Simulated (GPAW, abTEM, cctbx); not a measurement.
# TlB2: the scripts behind a bonding study

Short scripts, each with its output. The cell comes from substitution in a known structure type and wasn't matched to any measured phase.

**1. Relax the structure**

```text
cell
1.0
     0.000000000    0.000000000    3.578000000
     3.700000000    0.000000000    0.000000000
    -1.850000000    3.204293994    0.000000000
Tl B
1 2
Direct
0.000000000 0.000000000 0.000000000
0.500000000 0.666666667 0.333333333
0.500000000 0.333333333 0.666666667
```

```python
from ase.constraints import FixSymmetry
from ase.filters import FrechetCellFilter
from ase.io import read, write
from ase.optimize import BFGS
from ase.parallel import parprint
from gpaw import GPAW, PW, FermiDirac

atoms = read("start.vasp")
atoms.set_constraint(FixSymmetry(atoms))
atoms.calc = GPAW(mode=PW(670), xc="PBE", kpts={"size": (5, 6, 6), "gamma": True},
                 occupations=FermiDirac(0.1), maxiter=120, symmetry={"tolerance": 1e-5}, txt="relax.txt")
BFGS(FrechetCellFilter(atoms), maxstep=0.15).run(fmax=0.03, steps=40)
parprint("cell  %.4f %.4f %.4f  %.2f %.2f %.2f" % tuple(atoms.cell.cellpar()))
parprint("volume %.3f A^3, largest force %.3f eV/A, largest stress %.2f GPa" % (atoms.get_volume(), abs(atoms.get_forces()).max(), 160.218 * abs(atoms.get_stress()).max()))
atoms.set_constraint()
write("relaxed.vasp", atoms, direct=True)
```

```console
$ OMP_NUM_THREADS=1 mpirun -n 4 gpaw python run.py > gpaw.log
```

```text
      Step        Energy          fmax
BFGS:    0      -11.814167        2.087481
BFGS:    1      -11.973384        1.978879
BFGS:    2      -12.685982        1.613712
BFGS:    3      -13.163558        1.187535
BFGS:    4      -13.320498        1.533823
BFGS:    5      -13.400126        1.333135
BFGS:    6      -13.459972        1.135050
BFGS:    7      -13.630983        0.776017
BFGS:    8      -13.729100        0.426839
BFGS:    9      -13.745424        0.143851
BFGS:   10      -13.750995        0.044150
BFGS:   11      -13.751265        0.009826
cell  4.9162 3.1252 3.1252  120.00 90.00 90.00
volume 41.583 A^3, largest force 0.000 eV/A, largest stress 0.11 GPa
```

Time: 35 s on 4 cores of Intel(R) Xeon(R) Platinum 8488C (Sapphire Rapids) (shared host), peak memory 0.82 GiB.

**2. Build the all-electron density and subtract free atoms**

```text
cell
1.0
     3.125203800    0.000000000    0.000000000
    -1.562601900    2.706505880    0.000000000
     0.000000000    0.000000000    4.916202650
Tl B
1 2
Direct
0.000000000 0.000000000 0.000000000
0.666666670 0.333333330 0.500000000
0.333333330 0.666666670 0.500000000
```

```python
import numpy as np
from ase.io import read
from ase.units import Bohr
from gpaw import GPAW, PW, FermiDirac
from gpaw.calculator import GPAW as OldGPAW
from gpaw.mpi import serial_comm, world
from scipy.special import erfc
from scipy.spatial import cKDTree

atoms = read("cell.vasp")
atoms.calc = GPAW(mode=PW(550), xc="PBE", kpts={"size": (9, 9, 5), "gamma": True},
                 occupations=FermiDirac(0.1), maxiter=120, symmetry={"tolerance": 1e-5}, txt="scf.txt")
atoms.get_potential_energy()
rho = atoms.calc.get_all_electron_density(gridrefinement=2)
moments = atoms.get_magnetic_moments() if atoms.calc.get_number_of_spins() == 2 else np.zeros(len(atoms))
total = atoms.get_magnetic_moment() if moments.any() else 0.0
if world.rank == 0:
    free = OldGPAW(mode=PW(550), xc="PBE", txt=None, communicator=serial_comm)
    neutral = atoms.copy()
    neutral.set_initial_magnetic_moments(None)
    free.initialize(neutral)
    free.set_positions(neutral)
    drho = rho - free.get_all_electron_density(gridrefinement=2)
    # GPAW starts from confined atoms: exchange their smooth part for that of the datasets' free atoms
    h = np.stack(np.meshgrid(*[np.fft.fftfreq(n, 1 / n) for n in drho.shape], indexing="ij"), -1)
    gabs = np.linalg.norm(h @ atoms.cell.reciprocal(), axis=-1)
    tails = np.fft.fftn(free.get_pseudo_density(gridrefinement=2))
    g, form, v0 = np.linspace(0, gabs.max(), 1500), {}, 0
    for e in set(atoms.symbols):
        idx = atoms.symbols.search(e)
        d = free.setups[idx[0]].data
        r, w = d.rgd.r_g * Bohr, d.rgd.r_g**2 * d.rgd.dr_g
        j0 = np.sinc(2 * g[:, None] * r)
        smooth = sum(f * p**2 for f, p in zip(d.f_j, d.phit_jg)) + np.sqrt(4 * np.pi) * d.nct_g
        full = sum(f * p**2 for f, p in zip(d.f_j, d.phi_jg)) + np.sqrt(4 * np.pi) * d.nc_g
        phase = sum(np.exp(-2j * np.pi * h @ s) for s in atoms.get_scaled_positions()[idx])
        tails -= np.interp(gabs, g, j0 @ (smooth * w)) * phase * drho.size / atoms.get_volume()
        form[e] = j0 @ (full * w)
        v0 += 2 * np.pi / 3 * 14.3996 * (full * w * r**2).sum() * len(idx)  # V A^3
    tails *= 0.5 * erfc((gabs - 1.8) / 0.25)  # the tails differ at long wavelengths alone
    drho += np.fft.ifftn(tails).real  # crystal minus superposed spherical free atoms
    np.save("drho.npy", drho)
    dv = atoms.get_volume() / drho.size
    print("grid", drho.shape, " electrons %.3f" % (rho.sum() * dv), " moved by bonding %.3f e" % (abs(drho).sum() * dv / 2))
    pts = np.indices(drho.shape).reshape(3, -1).T / drho.shape @ atoms.cell
    shifts = (np.indices((3, 3, 3)).reshape(3, -1).T - 1) @ atoms.cell
    images = (atoms.positions[None] + shifts[:, None]).reshape(-1, 3)
    dist, idx = cKDTree(images).query(pts, k=4)
    out = drho.ravel()[dist[:, 0] > 0.5]
    print("deformation density beyond 0.5 A of the nuclei: max %.3f, min %.3f e/A^3" % (out.max(), out.min()))
    tie = dist < dist[:, :1] + 1e-4
    q = -np.bincount((idx % len(atoms))[tie], (drho.ravel()[:, None] / tie.sum(1, keepdims=True) * tie)[tie], len(atoms)) * dv
    print("atom        x       y       z   Voronoi charge  moment")
    for a, s, c, m in zip(atoms, atoms.get_scaled_positions(), q, moments):
        print("%-2s%-3d %7.4f %7.4f %7.4f %10.3f %10.2f" % (a.symbol, a.index + 1, *s, c, m))
    np.savez("free.npz", g=g, **form)
    print("mean inner potential of superposed free atoms %.3f V" % (v0 / atoms.get_volume()))
    print("total magnetic moment %.3f muB" % total)
```

```console
$ OMP_NUM_THREADS=1 mpirun -n 4 gpaw python run.py > gpaw.log
```

```text
grid (36, 36, 54)  electrons 91.000  moved by bonding 0.563 e
deformation density beyond 0.5 A of the nuclei: max 0.265, min -0.182 e/A^3
atom        x       y       z   Voronoi charge  moment
Tl1    0.0000  0.0000  0.0000      0.209       0.00
B 2    0.6667  0.3333  0.5000     -0.105       0.00
B 3    0.3333  0.6667  0.5000     -0.105       0.00
mean inner potential of superposed free atoms 21.110 V
total magnetic moment 0.000 muB
```

Time: 7.7 s.

**3. Fourier-transform the difference**

```python
from cctbx import adptbx, crystal, miller, xray
from cctbx.eltbx import tiny_pse
import numpy as np

cs = crystal.symmetry(unit_cell=(3.1252, 3.1252, 4.9162, 90, 90, 120), space_group_symbol='Hall: -P 6 2')  # P6/mmm
atoms = [  # label, site, U (iso, or U11 U22 U33 U12 U13 U23 in A^2), occupancy
    ("Tl1", (0, 0, 0), 0.0000, 1),
    ("B1", (2/3, 1/3, 0.5), 0.0000, 1),
]
xs = xray.structure(crystal_symmetry=cs)
for label, site, u, occ in atoms:
    u = adptbx.u_cif_as_u_star(cs.unit_cell(), u) if isinstance(u, tuple) else u
    xs.add_scatterer(xray.scatterer(label, site=site, u=u, occupancy=occ))
xs.scattering_type_registry(table="wk1995")
drho = np.load("drho.npy")
T = np.array([[1, 0, 0], [0, 1, 0], [0, 0, 1]])  # conventional axes in terms of the primitive ones
dF = np.fft.ifftn(drho) * 41.58312  # electrons a conventional cell, indexed by primitive hkl
ms = miller.build_set(cs, anomalous_flag=False, d_min=0.9).sort("resolution")
iam = ms.structure_factors_from_scatterers(xs, algorithm="direct").f_calc()
p1 = xs.expand_to_p1()
z = np.array([tiny_pse.table(sc.scattering_type).atomic_number() for sc in p1.scatterers()])
x = np.array(p1.sites_frac())
free = np.load("free.npz")
print("static structure factors of the conventional cell: F in electrons, V (Mott-Bethe) in volts")
print("   h  k  l      d  |F| table  |F| free   |F| DFT   change   |V| free  |V| DFT  change %")
for h, d, table in list(zip(ms.indices(), ms.d_spacings().data(), iam.data()))[:16]:
    df = dF[tuple(np.rint(np.linalg.solve(T, h)).astype(int))]
    phase = np.exp(2j * np.pi * x @ h)
    f = sum(np.interp(1 / d, free["g"], free[sc.scattering_type]) * p for sc, p in zip(p1.scatterers(), phase))
    fz = (z * phase).sum()
    c = 14.3996 * d * d / (np.pi * cs.unit_cell().volume())
    v0, v1 = abs(fz - f) * c, abs(fz - f - df) * c
    print("%4d%3d%3d %7.4f %9.3f %9.3f %9.3f %8.3f %9.3f %8.3f %8s" % (h + (d, abs(table), abs(f), abs(f + df), abs(f + df) - abs(f), v0, v1, "%.1f" % (100 * (v1 / v0 - 1)) if v0 > 0.02 else "-")))
```

```console
$ python run.py
```

```text
static structure factors of the conventional cell: F in electrons, V (Mott-Bethe) in volts
   h  k  l      d  |F| table  |F| free   |F| DFT   change   |V| free  |V| DFT  change %
   0  0  1  4.9162    68.580    68.564    68.145   -0.419     6.489    7.606     17.2
   1  0  0  2.7065    67.214    67.183    67.001   -0.182     7.119    7.266      2.1
   0  0  2  2.4581    73.883    73.871    74.369    0.498    11.408   11.077     -2.9
   1  0  1  2.3710    70.536    70.515    70.590    0.076     9.595    9.548     -0.5
   1  0  2  1.8196    60.767    60.726    60.614   -0.112     5.575    5.615      0.7
   0  0  3  1.6387    56.675    56.629    56.257   -0.372     4.254    4.364      2.6
   1  1  0  1.5626    63.295    63.270    63.074   -0.196     7.463    7.516      0.7
   1  1  1  1.4892    54.694    54.651    54.825    0.173     3.996    3.954     -1.1
   1  0  3  1.4018    58.704    58.672    58.805    0.133     5.919    5.890     -0.5
   2  0  0  1.3533    54.316    54.280    54.531    0.251     4.384    4.334     -1.2
   1  1  2  1.3187    58.868    58.836    58.831   -0.005     6.165    6.166      0.0
   2  0  1  1.3047    56.869    56.837    56.690   -0.147     5.472    5.500      0.5
   0  0  4  1.2290    56.981    56.948    57.229    0.280     5.670    5.623     -0.8
   2  0  2  1.1855    51.082    51.055    51.170    0.115     3.864    3.846     -0.5
   1  1  3  1.1309    48.286    48.267    48.233   -0.034     3.205    3.209      0.1
   1  0  4  1.1191    49.628    49.607    49.521   -0.086     3.643    3.655      0.3
```

Time: 0.24 s on 1 core of Intel(R) Xeon(R) Platinum 8488C (Sapphire Rapids) (shared host), peak memory 0.08 GiB.

**4. Scan a probe**

```python
import abtem
import numpy as np
from ase.build import make_supercell
from ase.io import read

abtem.config.set({"dask.lazy": False, "fft": "fftw", "diagnostics.progress_bar": False})
M = [[0, 0, 1], [-1, -2, 0], [1, 0, 0]]  # rows: x, y and beam direction in the primitive cell's axes
unit = make_supercell(read("cell.vasp"), M)
unit.set_cell(list(unit.cell.lengths()) + [90, 90, 90], scale_atoms=True)
unit.positions[:, 2] += 0.7813  # keeps atomic planes off the slice boundaries
unit.wrap()
slab = unit * (3, 3, 10)
print(slab.get_chemical_formula(), "| box %.2f x %.2f x %.2f A" % tuple(slab.cell.lengths()))

# change of the potential by bonding, from the DFT deformation density (Poisson's equation term by term)
drho = np.load("drho.npy")
prim = read("cell.vasp")
h = np.stack(np.meshgrid(*[np.fft.fftfreq(n, 1 / n) for n in drho.shape], indexing="ij"), -1).reshape(-1, 3).astype(int)
g2 = ((h @ prim.cell.reciprocal()) ** 2).sum(1)
keep = (g2 > 0) & (g2 < 2.5**2)
shape = (36, 39, 20)
vg = np.zeros(shape, complex)
hm = h[keep] @ np.array(M).T
move = np.exp(-2j * np.pi * hm[:, 2] * (0.7813 / unit.cell[2, 2] - 0.5 / shape[2]))  # the same shift, sampled at mid-points
vg[tuple(hm.T % np.array(shape)[:, None])] = -14.3996 / np.pi * (np.fft.fftn(drho).ravel() / drho.size)[keep] / g2[keep] * move
dV = np.fft.ifftn(vg).real * vg.size
dV = dV.reshape(36, 39, 2, 10).mean(3) * unit.cell[2, 2] / 2  # V A, projected in each slice
dV = np.tile(dV.transpose(2, 0, 1), (10, 3, 3))


def build(atoms):
    p = abtem.Potential(atoms, gpts=(108, 117), slice_thickness=[slab.cell[2, 2] / 20] * 20,
                        parametrization="lobato", projection="infinite", exit_planes=10).build()
    p.array[:] += BONDING * dV
    return p


sigmas = {'Tl': 0.058, 'B': 0.088}  # r.m.s. displacement along each axis, A
u = np.array([sigmas[s] for s in slab.symbols])[:, None]
rng = np.random.default_rng(854)


def potentials():
    for _ in range(2):  # frozen phonons, one configuration at a time
        atoms = slab.copy()
        atoms.positions += u * rng.standard_normal((len(atoms), 3))
        atoms.wrap()
        yield build(atoms)


for label, BONDING in (("IAM", 0.0), ("DFT", 1.0)):
    print("=====", label)
    rng = np.random.default_rng(854)  # the same displacements for both
    potential = build(slab)
    print("grid", potential.gpts, "slices", potential.num_slices)
    thickness = potential.exit_thicknesses
    probe = abtem.Probe(energy=200000, semiangle_cutoff=18)
    probe.grid.match(potential)
    print("wavelength %.5f A, largest angle on the grid %.0f mrad" % (probe.wavelength, min(probe.cutoff_angles)))
    detectors = {"ABF": (9, 18), "BF": (0, 9), "LAADF": (22, 58)}  # mrad
    columns = [  # name, x, y (A)
        ("Tl", 0.000, 2.707),
        ("B", 2.458, 4.511),
        ("void", 0.819, 1.353),
    ]
    scan = abtem.GridScan(start=(0.0000, 0.0000), end=(4.9162, 5.4130), gpts=(15, 17), endpoint=False)
    dets = [abtem.AnnularDetector(*v) for v in detectors.values()] + [abtem.PixelatedDetector(max_angle=27)]
    runs = [probe.scan(p, scan=scan, detectors=dets, max_batch=32) for p in potentials()]
    out = [sum(x[1:], x[0]) / len(x) for x in zip(*runs)]
    images = dict(zip(detectors, out))
    images["iCOM"] = out[-1].center_of_mass().integrate_gradient()
    np.save(label + "_pacbed.npy", out[-1].array.mean(axis=(1, 2)))
    print("PACBED pixel %.3f x %.3f mrad" % out[-1].angular_sampling)
    for name, im in images.items():
        im = im.interpolate(sampling=0.1, boundary="periodic").gaussian_filter(0.35)
        np.save(label + "_" + name + ".npy", im.array)
        print(name, "signal at the columns" + (", fraction of the beam" if name in detectors else ""))
        print("  t (A)     mean" + "".join("%10s" % c[0][:9] for c in columns))
        for t, a in list(zip(thickness, im.array))[1:]:
            at = [a[round((x - 0.0000) / im.sampling[0]) % a.shape[0], round((y - 0.0000) / im.sampling[1]) % a.shape[1]] for _, x, y in columns]
            print("%7.1f %8.5f" % (t, a.mean()) + "".join("%10.5f" % v for v in at))
```

```console
$ python run.py
```

```text
B360Tl180 | box 14.75 x 16.24 x 31.25 A
===== IAM
grid (108, 117) slices 20
wavelength 0.02508 A, largest angle on the grid 60 mrad
PACBED pixel 1.700 x 1.544 mrad
ABF signal at the columns, fraction of the beam
  t (A)     mean        Tl         B      void
   15.6  0.69308   0.41841   0.72693   0.71511
   31.3  0.65915   0.41512   0.68018   0.69520
BF signal at the columns, fraction of the beam
  t (A)     mean        Tl         B      void
   15.6  0.23074   0.10586   0.24808   0.25370
   31.3  0.22744   0.14232   0.26189   0.24386
LAADF signal at the columns, fraction of the beam
  t (A)     mean        Tl         B      void
   15.6  0.04550   0.29887   0.01278   0.01661
   31.3  0.05909   0.19138   0.03044   0.03397
iCOM signal at the columns
  t (A)     mean        Tl         B      void
   15.6  0.03236   0.09388   0.04111   0.01688
   31.3  0.03236   0.08973   0.05981   0.00885
===== DFT
grid (108, 117) slices 20
wavelength 0.02508 A, largest angle on the grid 60 mrad
PACBED pixel 1.700 x 1.544 mrad
ABF signal at the columns, fraction of the beam
  t (A)     mean        Tl         B      void
   15.6  0.69329   0.41774   0.72892   0.71504
   31.3  0.66022   0.41398   0.68735   0.69508
BF signal at the columns, fraction of the beam
  t (A)     mean        Tl         B      void
   15.6  0.23074   0.10598   0.24756   0.25379
   31.3  0.22746   0.14299   0.25999   0.24415
LAADF signal at the columns, fraction of the beam
  t (A)     mean        Tl         B      void
   15.6  0.04532   0.29900   0.01216   0.01657
   31.3  0.05854   0.19160   0.02848   0.03384
iCOM signal at the columns
  t (A)     mean        Tl         B      void
   15.6  0.03029   0.09460   0.03513   0.01643
   31.3  0.03029   0.09312   0.04999   0.00999
```

Time: 9.7 s.

[Outputs are excerpts: Python notices, other lines and further rows are left out; steps that failed or that the build refused (PBEsol, TPSS) are not shown.]

[Logs are printed without paths, hosts, clocks, repeated set-up lines and the standing remarks that a program may print on its own settings, such as how far it seeks lower states.]
